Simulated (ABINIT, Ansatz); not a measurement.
# CaC2 (Pnnm): G0W0 with ABINIT, start to end

Aim: the G0W0 gap of CaC2 (Pnnm) on PBEsol, step by step.

Method: PBEsol and many-body steps on it, plane waves, in ABINIT 10.8.3.

### Step 1. The structure

The structure is orthorhombic, space group Pnnm (No. 58). The conventional cell has a = 4.407 Å, b = 5.904 Å, c = 3.897 Å, α = 90.00°, β = 90.00°, γ = 90.00°. Nearest to Ca lie 6 C at 2.62 Å. C has 1 C at 1.26 Å and 3 Ca at 2.62 Å nearest. Farther neighbours are not listed.

The cell and positions are those that the Materials Project relaxed with its own functionals (PBE, PBE+U or r2SCAN), kept fixed.

### Step 2. Ground state

This step: ABINIT 10.8.3; DFT, PBEsol, plane waves, norm-conserving pseudopotentials.

The ground-state density comes first.

run.abi

```
acell 3*1.0 Angstrom
rprim 
  4.407233000000 0.000000000000 0.000000000000
  0.000000000000 5.904349000000 0.000000000000
  0.000000000000 0.000000000000 3.897343000000
ntypat 2
znucl 20 6
natom 6
typat 1 1 2 2 2 2
xred 
  -0.000000000000 -0.000000000000 0.000000000000
  0.500000000000 0.500000000000 0.500000000000
  0.886657000000 0.564468000000 0.000000000000
  0.613343000000 0.064468000000 0.500000000000
  0.386657000000 0.935532000000 0.500000000000
  0.113343000000 0.435532000000 0.000000000000
pp_dirpath "pseudos"
pseudos "Ca.upf, C.upf"
ecut 37
ngkpt 6 4 6
nshiftk 1
shiftk 0 0 0
kptopt 1
chksymbreak 0
nband 25
occopt 1
tolvrs 1e-10
nstep 60
prtwf 0
optforces 0
optstress 0
indata_prefix "in"
outdata_prefix "out"
tmpdata_prefix "tmp"
```

Started as:

```console
$ OMP_NUM_THREADS=1 mpirun -n 8 abinit run.abi > log
```

Numbers of over 12 decimals in the logs are rounded to 6 here.

The log of the run:

```text
.Version 10.8.3 of ABINIT. v10.8.2 released Aug 2026.

 Symmetries : space group Pn n m (# 58); Bravais oP (primitive ortho.)
================================================================================
 Values of the parameters that define the memory need of the present run
     intxc =       0    ionmov =       0      iscf =       7    lmnmax =       6
     lnmax =       6     mgfft =      64  mpssoang =       3    mqgrid =    3056
     natom =       6  nloc_mem =       1    nspden =       1   nspinor =       1
    nsppol =       1      nsym =       8    n1xccc =    2501    ntypat =       2
    occopt =       1   xclevel =       2
-    mband =          25        mffmem =           1         mkmem =           6
       mpw =        7380          nfft =      138240          nkpt =          48
================================================================================
  Rough estimation (10% accuracy) of disk space for files :
================================================================================

--------------------------------------------------------------------------------
------------- Echo of variables that govern the present computation ------------
--------------------------------------------------------------------------------
 -outvars: echo values of preprocessed input variables --------
            acell      1.8897261259E+00  1.8897261259E+00  1.8897261259E+00 Bohr

      chksymbreak           0
             ecut      3.70000000E+01 Hartree
-          fftalg         312

              ixc     -116133
              kpt      0.00000000E+00  0.00000000E+00  0.00000000E+00
                       1.66666667E-01  0.00000000E+00  0.00000000E+00
                       3.33333333E-01  0.00000000E+00  0.00000000E+00
                       5.00000000E-01  0.00000000E+00  0.00000000E+00
                       0.00000000E+00  2.50000000E-01  0.00000000E+00
                       1.66666667E-01  2.50000000E-01  0.00000000E+00
                       3.33333333E-01  2.50000000E-01  0.00000000E+00
                       5.00000000E-01  2.50000000E-01  0.00000000E+00
                       0.00000000E+00  5.00000000E-01  0.00000000E+00
   [... 37 further rows ...]
                       3.33333333E-01  5.00000000E-01  5.00000000E-01
                       5.00000000E-01  5.00000000E-01  5.00000000E-01
         kptrlatt        6    0    0      0    4    0      0    0    6
          kptrlen      4.41894653E+01
P           mkmem           6
            natom           6
            nband          25
            ngfft          48      64      45
             nkpt          48
            nstep          60
             nsym           8
           ntypat           2
              occ      2.000000  2.000000  2.000000  2.000000  2.000000  2.000000
                       2.000000  2.000000  2.000000  2.000000  2.000000  2.000000
                       2.000000  2.000000  2.000000  2.000000  2.000000  2.000000
                       0.000000  0.000000  0.000000  0.000000  0.000000  0.000000
                       0.000000
        optforces           0
        optstress           0
            prtwf           0
            rprim      4.4072330000E+00  0.0000000000E+00  0.0000000000E+00
[...]
spgroup          58

           tolvrs      1.00000000E-10

             xred      0.0000000000E+00  0.0000000000E+00  0.0000000000E+00
[...]
znucl       20.00000    6.00000

================================================================================

 chkinp: Checking input parameters for consistency.

================================================================================
== DATASET  1 ==================================================================
-   mpi_nproc: 8, omp_nthreads: 1 (-1 if OMP is not activated)

--- !DatasetInfo
iteration_state: {dtset: 1, }
dimensions: {natom: 6, nkpt: 48, mband: 25, nsppol: 1, nspinor: 1, nspden: 1, mpw: 7380, }
cutoff_energies: {ecut:  37.0, pawecutdg:  -1.0, }
electrons: {nelect:   3.60000000E+01, charge:   0.00000000E+00, occopt:   1.00000000E+00, tsmear:   1.00000000E-02, }

 Real(R)+Recip(G) space primitive vectors, cartesian coordinates (Bohr,Bohr^-1):
 R(1)=  8.3284633  0.0000000  0.0000000  G(1)=  0.1200702  0.0000000  0.0000000
 R(2)=  0.0000000 11.1576026  0.0000000  G(2)=  0.0000000  0.0896250  0.0000000
 R(3)=  0.0000000  0.0000000  7.3649109  G(3)=  0.0000000  0.0000000  0.1357790
 Unit cell volume ucvol=  6.8438938E+02 bohr^3
 Angles (23,13,12)=  9.00000000E+01  9.00000000E+01  9.00000000E+01 degrees

 getcut: wavevector=  0.0000  0.0000  0.0000  ngfft=  48  64  45
         ecut(hartree)=     37.000   => boxcut(ratio)=   2.09480

--- Pseudopotential description ------------------------------------------------
- Ca Generated using ONCVPSP code by D. R. Hamann
- 20.00000  10.00000  180301                  znucl, zion, pspdat
12 -116133 2 -1 1746                          pspcod,pspxc,lmax,lloc,mmax
     nproj     2     2     2
  pspatm : epsatm=   12.46101000
         --- l  ekb(1:nproj) -->
[...]
pspatm: atomic psp has been read  and splines computed

- C Generated using ONCVPSP code by D. R. Hamann
-  6.00000   4.00000  180301                  znucl, zion, pspdat
12 -116133 1 -1 1248                          pspcod,pspxc,lmax,lloc,mmax
     nproj     2     2     0
  pspatm : epsatm=    4.34909242
         --- l  ekb(1:nproj) -->
[...]
pspatm: atomic psp has been read  and splines computed

   1.52346203E+03                                ecore*ucvol(ha*bohr**3)
--------------------------------------------------------------------------------

_setup2: Arith. and geom. avg. npw (full set) are    7356.549    7356.538

================================================================================

--- !BeginCycle
iteration_state: {dtset: 1, }
solver: {iscf: 7, nstep: 60, nline: 4, wfoptalg: 0, }
tolerances: {tolvrs: 1.00E-10, }

     iter   Etot(hartree)      deltaE(h)  residm     vres2
 ETOT  1  -100.99662396231    -1.010E+02 6.799E-02 1.380E+03
 ETOT  2  -101.22501684907    -2.284E-01 4.226E-02 2.804E+02
 ETOT  3  -101.27485605919    -4.984E-02 9.904E-03 1.657E+00
 ETOT  4  -101.27529908981    -4.430E-04 3.616E-03 3.153E-02
 ETOT  5  -101.27530608872    -6.999E-06 1.535E-03 1.021E-02
 ETOT  6  -101.27530785076    -1.762E-06 1.358E-03 7.123E-04
 ETOT  7  -101.27530796206    -1.113E-07 8.860E-04 4.114E-05
 ETOT  8  -101.27530796681    -4.750E-09 1.630E-03 4.927E-06
 ETOT  9  -101.27530796761    -8.011E-10 7.881E-04 3.365E-08
 ETOT 10  -101.27530796762    -5.855E-12 1.149E-03 1.080E-08
 ETOT 11  -101.27530796762     2.416E-13 5.992E-04 7.900E-11

 At SCF step   11       vres2   =  7.90E-11 < tolvrs=  1.00E-10 =>converged.

--- !ResultsGS
iteration_state: {dtset: 1, }
comment   : Summary of ground state results
lattice_vectors:
- [  8.3284633,   0.0000000,   0.0000000, ]
- [  0.0000000,  11.1576026,   0.0000000, ]
- [  0.0000000,   0.0000000,   7.3649109, ]
lattice_lengths: [   8.32846,   11.15760,    7.36491, ]
lattice_angles: [ 90.000,  90.000,  90.000, ] # degrees, (23, 13, 12)
lattice_volume:   6.8438938E+02
convergence: {deltae:  2.416E-13, res2:  7.900E-11, residm:  5.992E-04, diffor:  0.000E+00, }
etotal    :  -1.01275308E+02
entropy   :   0.00000000E+00
fermie    :   8.09464919E-02
cartesian_stress_tensor: null
pressure_GPa: null
xred      :
- [  0.0000E+00,   0.0000E+00,   0.0000E+00, Ca]
- [  5.0000E-01,   5.0000E-01,   5.0000E-01, Ca]
- [  8.8666E-01,   5.6447E-01,   0.0000E+00,  C]
- [  6.1334E-01,   6.4468E-02,   5.0000E-01,  C]
- [  3.8666E-01,   9.3553E-01,   5.0000E-01,  C]
- [  1.1334E-01,   4.3553E-01,   0.0000E+00,  C]
cartesian_forces: null
force_length_stats: {min: null, max: null, mean: null, }

 Integrated electronic density in atomic spheres:
 ------------------------------------------------
 Atom  Sphere_radius  Integrated_density
[...]
================================================================================

 ----iterations are completed or convergence reached----

 Mean square residual over all n,k,spin=   48.281E-07; max=  59.916E-05
 reduced coordinates (array xred) for    6 atoms
[...]
0.500000000000      0.500000000000      0.500000000000
       0.886657000000      0.564468000000      0.000000000000
       0.613343000000      0.064468000000      0.500000000000
       0.386657000000      0.935532000000      0.500000000000
       0.113343000000      0.435532000000      0.000000000000
 rms dE/dt=  0.0000E+00; max dE/dt=  0.0000E+00; dE/dt below (all hartree)
    1       0.000000000000      0.000000000000      0.000000000000
    2       0.000000000000      0.000000000000      0.000000000000
    3       0.000000000000      0.000000000000      0.000000000000
    4       0.000000000000      0.000000000000      0.000000000000
    5       0.000000000000      0.000000000000      0.000000000000
    6       0.000000000000      0.000000000000      0.000000000000

 cartesian coordinates (angstrom) at end:
    1      0.000000     0.000000     0.000000
    2      2.203616     2.952174     1.948671
    3      3.907704     3.332816     0.000000
    4      2.703146     0.380642     1.948671
    5      1.704087     5.523707     1.948671
    6      0.499529     2.571533     0.000000
 length scales=  1.889726125908  1.889726125908  1.889726125908 bohr
              =  1.000000000000  1.000000000000  1.000000000000 angstroms
 prteigrs : about to open file out_EIG
 Fermi (or HOMO) energy (hartree) =   0.08095   Average Vxc (hartree)=  -0.34533
 Eigenvalues (hartree) for nkpt=  48  k points:
 kpt#   1, nband= 25, wtk=  0.00694, kpt=  0.0000  0.0000  0.0000 (reduced coord)
  -1.33301   -1.33267   -0.64021   -0.63965   -0.63796   -0.63676   -0.63655   -0.63548
  -0.36353   -0.35332   -0.03608   -0.01484    0.01255    0.04178    0.04810    0.04955
   0.05888    0.06806    0.18293    0.20602    0.22840    0.23211    0.26123    0.28531
   0.29876
 prteigrs : prtvol=0 or 1, do not print more k-points.

--- !EnergyTerms
iteration_state     : {dtset: 1, }
comment             : Components of total free energy in Hartree
kinetic             :  4.22459326929289E+01
hartree             :  2.19207488866681E+01
xc                  : -2.27977055342092E+01
Ewald energy        : -6.75830986721673E+01
psp_core            :  2.22601645968668E+00
local_psp           : -8.29449027400052E+01
non_local_psp       :  5.65770093948273E+00
total_energy        : -1.01275307967615E+02
total_energy_eV     : -2.75584152228745E+03
band_energy         : -1.40863020476697E+01

== END DATASET(S) ==============================================================
================================================================================

 -outvars: echo values of variables after computation  --------
           etotal     -1.0127530797E+02
            nband          25
             nkpt          48
          spgroup          58
 [... the other variables as echoed above ...]

 Calculation completed.
```

Run time: 81 s. Hardware: 8 MPI ranks of Intel Xeon Platinum 8375C at 2.90GHz (Ice Lake), shared host; peak memory 0.89 GiB; 11 min of CPU time.

This step gave:

```yaml
total_energy: -2755.8415 eV
gap: 2.775 eV
k_of_the_valence_top: 0.5, 0, 0
k_of_the_conduction_bottom: 0, 0, 0
least_direct_gap: 3.126 eV
```

The gap is indirect, with the least direct gap 0.35 eV higher.

### Step 3. Empty states on the mesh, 4×2×4 mesh, 272 bands

The sums over transitions need many empty states on a uniform mesh; this step solves for them.

Changes to run.abi since step 2:

```diff
@@ -19,3 +19,3 @@
 ecut 37
-ngkpt 6 4 6
+ngkpt 4 2 4
 nshiftk 1
@@ -24,9 +24,10 @@
 chksymbreak 0
-nband 25
-occopt 1
-tolvrs 1e-10
+iscf -2
+irdden 1
+istwfk *1
+nband 272
+nbdbuf 24
+tolwfr 1e-09
 nstep 60
-prtwf 0
-optforces 0
-optstress 0
+prtvol 0
 indata_prefix "in"
```

The log of the run:

```text
.Version 10.8.3 of ABINIT. v10.8.2 released Aug 2026.

 Symmetries : space group Pn n m (# 58); Bravais oP (primitive ortho.)
[... echo of the input left out ...]
== DATASET  1 ==================================================================
-   mpi_nproc: 8, omp_nthreads: 1 (-1 if OMP is not activated)

--- !DatasetInfo
iteration_state: {dtset: 1, }
dimensions: {natom: 6, nkpt: 18, mband: 272, nsppol: 1, nspinor: 1, nspden: 1, mpw: 7400, }
cutoff_energies: {ecut:  37.0, pawecutdg:  -1.0, }
electrons: {nelect:   3.60000000E+01, charge:   0.00000000E+00, occopt:   1.00000000E+00, tsmear:   1.00000000E-02, }

 Real(R)+Recip(G) space primitive vectors, cartesian coordinates (Bohr,Bohr^-1):
 R(1)=  8.3284633  0.0000000  0.0000000  G(1)=  0.1200702  0.0000000  0.0000000
 R(2)=  0.0000000 11.1576026  0.0000000  G(2)=  0.0000000  0.0896250  0.0000000
 R(3)=  0.0000000  0.0000000  7.3649109  G(3)=  0.0000000  0.0000000  0.1357790
 Unit cell volume ucvol=  6.8438938E+02 bohr^3
 Angles (23,13,12)=  9.00000000E+01  9.00000000E+01  9.00000000E+01 degrees

 getcut: wavevector=  0.0000  0.0000  0.0000  ngfft=  48  64  45
         ecut(hartree)=     37.000   => boxcut(ratio)=   2.09480

--- Pseudopotential description ------------------------------------------------
- Ca Generated using ONCVPSP code by D. R. Hamann
- 20.00000  10.00000  180301                  znucl, zion, pspdat
12 -116133 2 -1 1746                          pspcod,pspxc,lmax,lloc,mmax
     nproj     2     2     2
  pspatm : epsatm=   12.46101000
         --- l  ekb(1:nproj) -->
             0   10.054847    0.973777
             1    2.998958    0.458102
             2   -3.447298   -1.091650
 pspatm: atomic psp has been read  and splines computed

- C Generated using ONCVPSP code by D. R. Hamann
-  6.00000   4.00000  180301                  znucl, zion, pspdat
12 -116133 1 -1 1248                          pspcod,pspxc,lmax,lloc,mmax
     nproj     2     2     0
  pspatm : epsatm=    4.34909242
         --- l  ekb(1:nproj) -->
[...]
pspatm: atomic psp has been read  and splines computed

--------------------------------------------------------------------------------

================================================================================
 prteigrs : about to open file out_EIG
 Non-SCF case, kpt    1 (  0.00000  0.00000  0.00000), residuals and eigenvalues=
  5.48E-10  3.72E-10  6.28E-10  9.30E-10  5.96E-11  8.72E-10  7.00E-10  8.85E-10
  3.00E-10  2.28E-10  2.23E-10  1.79E-10  4.76E-10  2.75E-10  4.66E-10  4.74E-10
  3.71E-10  4.15E-10  2.69E-10  6.96E-10  6.29E-10  6.72E-10  5.14E-10  6.47E-10
[...]
-1.3330E+00 -1.3327E+00 -6.4021E-01 -6.3965E-01 -6.3796E-01 -6.3676E-01
 -6.3655E-01 -6.3548E-01 -3.6353E-01 -3.5332E-01 -3.6080E-02 -1.4839E-02
  1.2551E-02  4.1783E-02  4.8100E-02  4.9548E-02  5.8883E-02  6.8061E-02
[...]
3.5939E+00  3.6091E+00  3.6096E+00  3.6274E+00  3.6322E+00  3.6357E+00
  3.6368E+00  3.6443E+00  3.6547E+00  3.6689E+00  3.6717E+00  3.6987E+00
  3.7132E+00  3.7316E+00
 prteigrs : prtvol=0 or 1, do not print more k-points.

--- !ResultsGS
iteration_state: {dtset: 1, }
comment   : Summary of ground state results
lattice_vectors:
- [  8.3284633,   0.0000000,   0.0000000, ]
- [  0.0000000,  11.1576026,   0.0000000, ]
- [  0.0000000,   0.0000000,   7.3649109, ]
lattice_lengths: [   8.32846,   11.15760,    7.36491, ]
lattice_angles: [ 90.000,  90.000,  90.000, ] # degrees, (23, 13, 12)
lattice_volume:   6.8438938E+02
convergence: {deltae:  0.000E+00, res2:  0.000E+00, residm:  9.978E-10, diffor:  0.000E+00, }
etotal    :  -1.01275308E+02
entropy   :   0.00000000E+00
fermie    :   8.09464919E-02
cartesian_stress_tensor: null
pressure_GPa: null
xred      :
- [  0.0000E+00,   0.0000E+00,   0.0000E+00, Ca]
- [  5.0000E-01,   5.0000E-01,   5.0000E-01, Ca]
- [  8.8666E-01,   5.6447E-01,   0.0000E+00,  C]
- [  6.1334E-01,   6.4468E-02,   5.0000E-01,  C]
- [  3.8666E-01,   9.3553E-01,   5.0000E-01,  C]
- [  1.1334E-01,   4.3553E-01,   0.0000E+00,  C]
cartesian_forces: null
force_length_stats: {min: null, max: null, mean: null, }

 Integrated electronic density in atomic spheres:
 ------------------------------------------------
 Atom  Sphere_radius  Integrated_density
[...]
================================================================================

 ----iterations are completed or convergence reached----

 Mean square residual over all n,k,spin=   45.209E-11; max=  99.782E-11
 reduced coordinates (array xred) for    6 atoms
[...]
0.386657000000      0.935532000000      0.500000000000
       0.113343000000      0.435532000000      0.000000000000

 cartesian coordinates (angstrom) at end:
    1      0.000000     0.000000     0.000000
    2      2.203616     2.952174     1.948671
    3      3.907704     3.332816     0.000000
    4      2.703146     0.380642     1.948671
    5      1.704087     5.523707     1.948671
    6      0.499529     2.571533     0.000000
 length scales=  1.889726125908  1.889726125908  1.889726125908 bohr
              =  1.000000000000  1.000000000000  1.000000000000 angstroms
 prteigrs : about to open file out_EIG
 Eigenvalues (hartree) for nkpt=  18  k points:
 kpt#   1, nband=272, wtk=  0.03125, kpt=  0.0000  0.0000  0.0000 (reduced coord)
[...]
3.58019    3.58985    3.59392    3.60912    3.60961    3.62740    3.63218    3.63567
   3.63677    3.64426    3.65466    3.66890    3.67166    3.69872    3.71318    3.73158
 prteigrs : prtvol=0 or 1, do not print more k-points.

== END DATASET(S) ==============================================================
================================================================================

 -outvars: echo values of variables after computation  --------
            nband         272
             nkpt          18
          spgroup          58
 [... the other variables as echoed above ...]

 Calculation completed.
```

Run time: 8.6 min. Hardware: 8 MPI ranks; peak memory 1.3 GiB; 69 min of CPU time.

This step gave:

```yaml
gap: 2.775 eV
k_of_the_valence_top: 0.5, 0, 0
k_of_the_conduction_bottom: 0, 0, 0
least_direct_gap: 3.126 eV
k_points_computed: 18
lowest_point_of_the_top_converged_band_above_the_valence_top: 90.0678 eV
```

On this mesh the gap is 2.775 eV.

(Part 1 of 2 ends here.)

[Paths, hosts, dates, memory and timing lines, banners, echoed tables and standing remarks are left out of the program output.]

[Logs are printed without paths, hosts, clocks, repeated set-up lines and the standing remarks that a program may print on its own settings, such as how far it seeks lower states.]

[Runs of the session that timed out or met a known fault of the program may be left out.]

[Hosts, paths, dates, database ids (printed as entryN), source tags and the programs' standing remarks are cut or masked in the printed files.]

[G0W0 gaps are taken among the corrected bands and points alone; a level outside them can change the order at an edge.]

[Where Ansatz stands beside ABINIT at settings called matched, ABINIT's density can come from a denser mesh and the files from another edition; pairs whose starting gaps differed by over 0.03 eV were left out, so agreement reads better than it is.]
